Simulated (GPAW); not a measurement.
Entries from a set of simulations; values are calculated unless marked as measured.

```json
{"subject": "How the form of the self-energy moves the gap of Ba2NF (R-3m)", "lattice_ang": [[2.0108, 1.1609, 6.6751], [-2.0108, 1.1609, 6.6751], [0.0, -2.3219, 6.6751]], "atoms": [["Ba", 0.7576, 0.7576, 0.7576], ["Ba", 0.2424, 0.2424, 0.2424], ["N", 0.5, 0.5, 0.5], ["F", 0.0, 0.0, 0.0]], "method": "DFT, LDA, plane waves, PAW (and 3 further levels or steps)", "program": "GPAW 26.7.0", "settings_of_one_run": "cutoff 600 eV, GPAW PAW setups 1.2.1 data release, 4×4×4 k-mesh, nbands 222", "cost": "6 runs, 24 min in all on 4 MPI ranks of Arm Neoverse V1, shared host (the runs of this entry)", "notes": "The cell and positions are those that the Materials Project relaxed with its own functionals (PBE, PBE+U or r2SCAN), kept fixed. Limits: no spin-orbit coupling. Bands and cutoff are finite, so the gap is not at the basis limit. The miss can reach some tenths of an eV and take either sign; the mesh is an error of its own. The program warns of a poor linear fit in the extrapolation of some level, so the extrapolated values are rough.", "results": {"g0w0_godby_needs_plasmon_pole": "1.620 eV", "one_shot_hse06": "2.191 eV", "g0w0_extrapolated_in_the_cutoff": "1.901 eV", "one_shot_pbe0": "2.928 eV", "g0w0_full_frequency_hilbert_transform": "1.632 eV", "known_limits": "not at the basis limit; no spin-orbit coupling"}}
```

[Paths, hosts, dates, memory and timing lines, banners, echoed tables and standing remarks are left out of the program output.]

[Logs are printed without paths, hosts, clocks, repeated set-up lines and the standing remarks that a program may print on its own settings, such as how far it seeks lower states.]

[Runs of the session that timed out or met a known fault of the program may be left out.]

[No measured gap is set beside runs whose start may be inverted or whose files or cutoffs have a known fault.]

[Hosts, paths, dates, database ids (printed as entryN), source tags and the programs' standing remarks are cut or masked in the printed files.]
